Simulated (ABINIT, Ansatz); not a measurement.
**NaAsF6 (R-3): bands and cutoff in G0W0 with ABINIT**

Aim: raise bands and screening cutoff together for NaAsF6 (R-3) and follow gap and time.

Calculated with ABINIT 10.8.3; PBEsol and many-body steps on it, plane waves.

### 1. The structure

Symmetry: R-3, No. 148, trigonal system. The conventional cell has a = 5.097 Å, b = 5.097 Å, c = 14.122 Å, α = 90.00°, β = 90.00°, γ = 120.00°. Na has 6 F at 2.28 Å nearest. As has 6 F at 1.74 Å nearest. F has 1 As at 1.74 Å and 1 Na at 2.28 Å nearest. Farther neighbours and most contacts between anions are not listed.

The cell and positions are those that the Materials Project relaxed with its own functionals (PBE, PBE+U or r2SCAN), kept fixed.

### 2. Empty states on the mesh, 2×2×2 mesh, 229 bands

This step: ABINIT 10.8.3; DFT, PBEsol, plane waves, norm-conserving pseudopotentials.

The sums over transitions need many empty states on a uniform mesh; this step solves for them.

Contents of run.abi:

```
acell 3*1.0 Angstrom
rprim 
  2.548317025914 1.471271520892 4.707294566700
  -2.548317025914 1.471271520892 4.707294566700
  0.000000000000 -2.942543041784 4.707294566700
ntypat 3
znucl 11 33 9
natom 8
typat 1 2 3 3 3 3 3 3
xred 
  0.500000000000 0.500000000000 0.500000000000
  -0.000000000000 0.000000000000 0.000000000000
  0.348130510000 0.076071740000 0.790012280000
  0.790012280000 0.348130510000 0.076071740000
  0.076071740000 0.790012280000 0.348130510000
  0.651869490000 0.923928260000 0.209987720000
  0.209987720000 0.651869490000 0.923928260000
  0.923928260000 0.209987720000 0.651869490000
pp_dirpath "pseudos"
pseudos "Na.upf, As.upf, F.upf"
ecut 44
ngkpt 2 2 2
nshiftk 1
shiftk 0 0 0
kptopt 1
chksymbreak 0
iscf -2
irdden 1
istwfk *1
nband 229
nbdbuf 20
tolwfr 1e-09
nstep 60
prtvol 0
indata_prefix "in"
outdata_prefix "out"
tmpdata_prefix "tmp"
```

On the command line:

```bash
$ OMP_NUM_THREADS=1 mpirun -n 4 abinit run.abi > log
```

Numbers of over 12 decimals in the logs are rounded to 6 here.

Log:

```text
.Version 10.8.3 of ABINIT. v10.8.2 released Aug 2026.

 Symmetries : space group R-3 (#148); Bravais hR (rhombohedral)
[... echo of the input left out ...]
== DATASET  1 ==================================================================
-   mpi_nproc: 4, omp_nthreads: 1 (-1 if OMP is not activated)

--- !DatasetInfo
iteration_state: {dtset: 1, }
dimensions: {natom: 8, nkpt: 4, mband: 229, nsppol: 1, nspinor: 1, nspden: 1, mpw: 9990, }
cutoff_energies: {ecut:  44.0, pawecutdg:  -1.0, }
[...]
2.86009    2.89151    2.89151    2.91401    2.92712    2.92712    2.94215    2.96663
   2.96663    2.97406    2.98631    3.00365    3.00365    3.01967    3.03106    3.03106
   3.10097    3.10107    3.11547    3.11579    3.13185
 prteigrs : prtvol=0 or 1, do not print more k-points.

== END DATASET(S) ==============================================================
================================================================================

 -outvars: echo values of variables after computation  --------
            nband         229
             nkpt           4
          spgroup         148
 [... the other variables as echoed above ...]

 Calculation completed.
```

The job ended after 95 s (4 MPI ranks of Arm Neoverse V1, shared host; peak memory 0.52 GiB).

Numbers from this step:

* gap: 5.618 eV
* k of the valence top: 0.5, 0.5, 0
* k of the conduction bottom: 0, 0, 0
* least direct gap: 5.695 eV
* k points computed: 4
* lowest point of the top converged band, above the valence top: 79.4621 eV

On this mesh the gap is 5.618 eV.

The density comes from a self-consistent run that is not shown.

### 3. Screening, 2×2×2 mesh, 58 bands, screening to 62.6 eV

The RPA dielectric matrix is built and inverted for each q.

This step: RPA screening on PBEsol, plane waves, norm-conserving pseudopotentials.

run.abi: that of step 2 with these lines changed.

```diff
@@ -26,10 +26,11 @@
 chksymbreak 0
-iscf -2
-irdden 1
 istwfk *1
-nband 229
-nbdbuf 20
-tolwfr 1e-09
-nstep 60
-prtvol 0
+occopt 1
+irdwfk 1
+optdriver 3
+nband 58
+ecuteps 2.3
+inclvkb 2
+awtr 1
+symchi 1
 indata_prefix "in"
```

Log:

```text
.Version 10.8.3 of ABINIT. v10.8.2 released Aug 2026.

 Symmetries : space group R-3 (#148); Bravais hR (rhombohedral)
[... echo of the input left out ...]
== DATASET  1 ==================================================================
-   mpi_nproc: 4, omp_nthreads: 1 (-1 if OMP is not activated)

--- !DatasetInfo
iteration_state: {dtset: 1, }
dimensions: {natom: 8, nkpt: 4, mband: 58, nsppol: 1, nspinor: 1, nspden: 1, mpw: 9990, }
cutoff_energies: {ecut:  44.0, pawecutdg:  -1.0, }
electrons: {nelect:   7.40000000E+01, charge:   0.00000000E+00, occopt:   1.00000000E+00, tsmear:   1.00000000E-02, }

 SCREENING: Calculation of the susceptibility and dielectric matrices

 Based on a program developped by R.W. Godby, V. Olevano, G. Onida, and L. Reining.
 Incorporated in ABINIT by V. Olevano, G.-M. Rignanese, and M. Torrent.
.Using double precision arithmetic ; gwpc =  8

[... cell and pseudopotentials left out ...]
--------------------------------------------------------------------------------

 ==== K-mesh for the wavefunctions ====
 Number of points in the irreducible wedge :     4
[... list of points left out ...]
 Together with  6 symmetry operations and time-reversal symmetry
 yields     8 points in the full Brillouin Zone.

 ==== Q-mesh for the screening function ====
 Number of points in the irreducible wedge :     4
[... list of points left out ...]
 Together with  6 symmetry operations and time-reversal symmetry
 yields     8 points in the full Brillouin Zone.

 setmesh: FFT mesh size selected  =    40x   40x   40
          total number of points  =        64000

 vcoul_init : cutoff-mode = AUXILIARY_FUNCTION
 q-points for optical limit:   1
     1)      0.000010    0.000020    0.000030

- screening: taking advantage of time-reversal symmetry
- Maximum band index for partially occupied states nbvw = 37
- Remaining bands to be divided among processors   nbcw = 21
- Number of bands treated by each node ~5

 Number of electrons calculated from density =   74.0000; Expected =   74.0000
 average of density, n =  0.103554
 r_s =    1.3210
 omega_plasma =   31.0412 [eV]

 calculating chi0 at frequencies [eV] :
  1    0.000000E+00    0.000000E+00
  2    0.000000E+00    3.104121E+01

--------------------------------------------------------------------------------
  q-point number  1        q = ( 0.000000, 0.000000, 0.000000) [r.l.u.]
--------------------------------------------------------------------------------
[... chi0 elements left out ...]
 For q-point:  0.000010 0.000020 0.000030
  dielectric constant =   1.7423
  dielectric constant without local fields =   1.9083

  Average fulfillment of the sum rule on Im[epsilon] for q-point    1 :     11.15  [%]
[... wings left out ...]
  q-point number  2        q = ( 0.500000, 0.000000, 0.000000) [r.l.u.]
--------------------------------------------------------------------------------
[... chi0 elements left out ...]
  Average fulfillment of the sum rule on Im[epsilon] for q-point    2 :     14.66  [%]

 [... 2 further q-points ...]
```

It took 15 s on 4 MPI ranks; peak memory 1.4 GiB; 60 s of CPU time.

Numbers from this step:

```
ε∞ with local fields, on this mesh, along the program's q direction : 1.742
the same without local fields                                       : 1.908
plasma frequency                                                    : 31.04 eV
plane waves in the screening matrix                                 : 121
```

Local fields lower ε∞ by 9 %. On a Γ-centred mesh this coarse the value itself is usually too large, while a short band sum pulls it down.

### 4. 58 bands, 62.6 eV

The self-energy is evaluated for the states that the input lists, and the levels follow from it, in one-shot runs by the linearised quasiparticle equation.

This step: G0W0 on PBEsol, plane waves, norm-conserving pseudopotentials.

run.abi: that of step 3 with these lines changed.

```diff
@@ -29,8 +29,17 @@
 irdwfk 1
-optdriver 3
+optdriver 4
 nband 58
+gwcalctyp 0
+ecutsigx 44
+symsigma 1
+nkptgw 2
+kptgw 
+  0.5000000000 0.5000000000 0.0000000000
+  0.0000000000 0.0000000000 0.0000000000
+bdgw 
+  36 39
+  36 39
 ecuteps 2.3
-inclvkb 2
-awtr 1
-symchi 1
+irdscr 1
+ppmodel 1
 indata_prefix "in"
```

Log:

```text
.Version 10.8.3 of ABINIT. v10.8.2 released Aug 2026.

 Symmetries : space group R-3 (#148); Bravais hR (rhombohedral)
[... echo of the input left out ...]
== DATASET  1 ==================================================================
-   mpi_nproc: 4, omp_nthreads: 1 (-1 if OMP is not activated)

--- !DatasetInfo
iteration_state: {dtset: 1, }
dimensions: {natom: 8, nkpt: 4, mband: 58, nsppol: 1, nspinor: 1, nspden: 1, mpw: 9990, }
cutoff_energies: {ecut:  44.0, pawecutdg:  -1.0, }
electrons: {nelect:   7.40000000E+01, charge:   0.00000000E+00, occopt:   1.00000000E+00, tsmear:   1.00000000E-02, }

 SIGMA: Calculation of the GW corrections

 Based on a program developped by R.W. Godby, V. Olevano, G. Onida, and L. Reining.
 Incorporated in ABINIT by V. Olevano, G.-M. Rignanese, and M. Torrent.
.Using double precision arithmetic ; gwpc =  8

[... cell and pseudopotentials left out ...]
--------------------------------------------------------------------------------

 ==== K-mesh for the wavefunctions ====
 Number of points in the irreducible wedge :     4
[... list of points left out ...]
 Together with  6 symmetry operations and time-reversal symmetry
 yields     8 points in the full Brillouin Zone.

 ==== Q-mesh for screening function ====
 Number of points in the irreducible wedge :     4
[... list of points left out ...]
 Together with  6 symmetry operations and time-reversal symmetry
 yields     8 points in the full Brillouin Zone.

 vcoul_init : cutoff-mode = AUXILIARY_FUNCTION
 q-points for optical limit:   1
     1)      0.000010    0.000020    0.000030
 setmesh: FFT mesh size selected  =    64x   64x   64
          total number of points  =       262144

 Number of electrons calculated from density =   74.0000; Expected =   74.0000
 average of density, n =  0.103554
 r_s =    1.3210
 omega_plasma =   31.0412 [eV]

 === KS Band Gaps ===
  >>>> For spin  1
   Minimum direct gap =   5.6949 [eV], located at k-point      :   0.0000  0.0000  0.0000
   Fundamental gap    =   5.6173 [eV], Top of valence bands at :   0.5000  0.5000  0.0000
                                       Bottom of conduction at :   0.0000  0.0000  0.0000
 SIGMA fundamental parameters:
 PLASMON POLE MODEL  1
 number of plane-waves for SigmaX                 9975
 number of plane-waves for SigmaC and W            121
 number of plane-waves for wavefunctions          9975
 number of bands                                    58
 number of independent spin polarizations            1
 number of spinorial components                      1
 number of k-points in IBZ                           4
 number of q-points in IBZ                           4
 number of symmetry operations                       6
 number of k-points in BZ                            8
 number of q-points in BZ                            8
 number of frequencies for dSigma/dE                 9
 frequency step for dSigma/dE [eV]                0.25
 number of omega for Sigma on real axis              0
 max omega for Sigma on real axis  [eV]           0.00
 zcut for avoiding poles [eV]                     0.10

 EPSILON^-1 parameters (SCR file):
 dimension of the eps^-1 matrix on file            121
 dimension of the eps^-1 matrix used               121
 number of plane-waves for wavefunctions          9975
 number of bands                                    58
 number of q-points in IBZ                           4
 number of frequencies                               2
 number of real frequencies                          1
 number of imag frequencies                          1

 matrix elements of self-energy operator (all in [eV])

 Perturbative Calculation

--- !SelfEnergy_ee
iteration_state: {dtset: 1, }
kpoint     : [   0.500,    0.500,    0.000, ]
spin       : 1
KS_gap     :    6.517
QP_gap     :   12.977
Delta_QP_KS:    6.460
data: !SigmaeeData |
     Band     E0 <VxcDFT>   SigX SigC(E0)      Z dSigC/dE  Sig(E)    E-E0       E
       36  -2.343 -22.815 -30.381   4.500   0.825  -0.212 -25.344  -2.529  -4.872
       37  -2.248 -22.989 -30.547   4.508   0.825  -0.212 -25.505  -2.516  -4.764
       38   4.269 -22.054 -16.478  -1.055   0.872  -0.146 -18.110   3.944   8.213
       39   8.846 -13.502  -8.308  -1.672   0.898  -0.113 -10.338   3.165  12.010

--- !SelfEnergy_ee
iteration_state: {dtset: 1, }
kpoint     : [   0.000,    0.000,    0.000, ]
spin       : 1
KS_gap     :    5.695
QP_gap     :   11.583
Delta_QP_KS:    5.888
data: !SigmaeeData |
     Band     E0 <VxcDFT>   SigX SigC(E0)      Z dSigC/dE  Sig(E)    E-E0       E
       36  -2.326 -22.885 -30.466   4.511   0.825  -0.212 -25.418  -2.533  -4.859
       37  -2.326 -22.885 -30.466   4.511   0.825  -0.212 -25.418  -2.533  -4.859
       38   3.369 -18.476 -13.487  -1.203   0.886  -0.128 -15.121   3.355   6.724
       39   8.269 -12.569  -7.560  -1.672   0.905  -0.105  -9.550   3.019  11.288

== END DATASET(S) ==============================================================
================================================================================

 -outvars: echo values of variables after computation  --------
           etotal      0.0000000000E+00
            nband          58
             nkpt           4
          spgroup         148
 [... the other variables as echoed above ...]

 Calculation completed.
```

It took 5.9 s on 4 MPI ranks; peak memory 1.1 GiB.

Numbers from this step:

```yaml
g0w0_gap_on_the_points_computed: 11.49 eV
starting_gap_on_the_mesh: 5.618 eV
k_of_the_valence_top: 0.5, 0.5, 0
k_of_the_conduction_bottom: 0, 0, 0
z_at_the_valence_top: 0.825
z_at_the_conduction_bottom: 0.886
least_direct_g0w0_gap_on_the_computed_points: 11.58 eV
```

The gap on the mesh goes from 5.62 eV to 11.49 eV, a correction of +5.87 eV.

### 5. Screening, 2×2×2 mesh, 107 bands, screening to 114.3 eV

This step: RPA screening on PBEsol, plane waves, norm-conserving pseudopotentials.

run.abi: that of step 4 with these lines changed.

```diff
@@ -29,17 +29,8 @@
 irdwfk 1
-optdriver 4
-nband 58
-gwcalctyp 0
-ecutsigx 44
-symsigma 1
-nkptgw 2
-kptgw 
-  0.5000000000 0.5000000000 0.0000000000
-  0.0000000000 0.0000000000 0.0000000000
-bdgw 
-  36 39
-  36 39
-ecuteps 2.3
-irdscr 1
-ppmodel 1
+optdriver 3
+nband 107
+ecuteps 4.2
+inclvkb 2
+awtr 1
+symchi 1
 indata_prefix "in"
```

Log:

```text
.Version 10.8.3 of ABINIT. v10.8.2 released Aug 2026.

 Symmetries : space group R-3 (#148); Bravais hR (rhombohedral)
[... echo of the input left out ...]
== DATASET  1 ==================================================================
-   mpi_nproc: 4, omp_nthreads: 1 (-1 if OMP is not activated)

--- !DatasetInfo
iteration_state: {dtset: 1, }
dimensions: {natom: 8, nkpt: 4, mband: 107, nsppol: 1, nspinor: 1, nspden: 1, mpw: 9990, }
cutoff_energies: {ecut:  44.0, pawecutdg:  -1.0, }
electrons: {nelect:   7.40000000E+01, charge:   0.00000000E+00, occopt:   1.00000000E+00, tsmear:   1.00000000E-02, }

 SCREENING: Calculation of the susceptibility and dielectric matrices

 Based on a program developped by R.W. Godby, V. Olevano, G. Onida, and L. Reining.
 Incorporated in ABINIT by V. Olevano, G.-M. Rignanese, and M. Torrent.
.Using double precision arithmetic ; gwpc =  8

[... cell and pseudopotentials left out ...]
--------------------------------------------------------------------------------

 ==== K-mesh for the wavefunctions ====
 Number of points in the irreducible wedge :     4
[... list of points left out ...]
 Together with  6 symmetry operations and time-reversal symmetry
 yields     8 points in the full Brillouin Zone.

 ==== Q-mesh for the screening function ====
 Number of points in the irreducible wedge :     4
[... list of points left out ...]
 Together with  6 symmetry operations and time-reversal symmetry
 yields     8 points in the full Brillouin Zone.

 setmesh: FFT mesh size selected  =    45x   45x   45
          total number of points  =        91125

 vcoul_init : cutoff-mode = AUXILIARY_FUNCTION
 q-points for optical limit:   1
     1)      0.000010    0.000020    0.000030

- screening: taking advantage of time-reversal symmetry
- Maximum band index for partially occupied states nbvw = 37
- Remaining bands to be divided among processors   nbcw = 70
- Number of bands treated by each node ~17

 Number of electrons calculated from density =   74.0000; Expected =   74.0000
 average of density, n =  0.103554
 r_s =    1.3210
 omega_plasma =   31.0412 [eV]

 calculating chi0 at frequencies [eV] :
  1    0.000000E+00    0.000000E+00
  2    0.000000E+00    3.104121E+01

--------------------------------------------------------------------------------
  q-point number  1        q = ( 0.000000, 0.000000, 0.000000) [r.l.u.]
--------------------------------------------------------------------------------
[... chi0 elements left out ...]
 For q-point:  0.000010 0.000020 0.000030
  dielectric constant =   1.8585
  dielectric constant without local fields =   2.0644

  Average fulfillment of the sum rule on Im[epsilon] for q-point    1 :     27.33  [%]
[... wings left out ...]
  q-point number  2        q = ( 0.500000, 0.000000, 0.000000) [r.l.u.]
--------------------------------------------------------------------------------
[... chi0 elements left out ...]
  Average fulfillment of the sum rule on Im[epsilon] for q-point    2 :     31.74  [%]

 [... 2 further q-points ...]
```

Wall time 46 s (4 MPI ranks); peak memory 2 GiB.

Numbers from this step:

- ε∞ with local fields, on this mesh, along the program's q direction: 1.859
- the same without local fields: 2.064
- plasma frequency: 31.04 eV
- plane waves in the screening matrix: 297

(Part 1 of 2 ends here.)

[Paths, hosts, dates, memory and timing lines, banners, echoed tables and standing remarks are left out of the program output.]

[Logs are printed without paths, hosts, clocks, repeated set-up lines and the standing remarks that a program may print on its own settings, such as how far it seeks lower states.]

[Runs of the session that timed out or met a known fault of the program may be left out.]

[No measured gap is set beside runs whose start may be inverted or whose files or cutoffs have a known fault.]

[Hosts, paths, dates, database ids (printed as entryN), source tags and the programs' standing remarks are cut or masked in the printed files.]

[G0W0 gaps are taken among the corrected bands and points alone; a level outside them can change the order at an edge.]

[Where Ansatz stands beside ABINIT at settings called matched, ABINIT's density can come from a denser mesh and the files from another edition; pairs whose starting gaps differed by over 0.03 eV were left out, so agreement reads better than it is.]
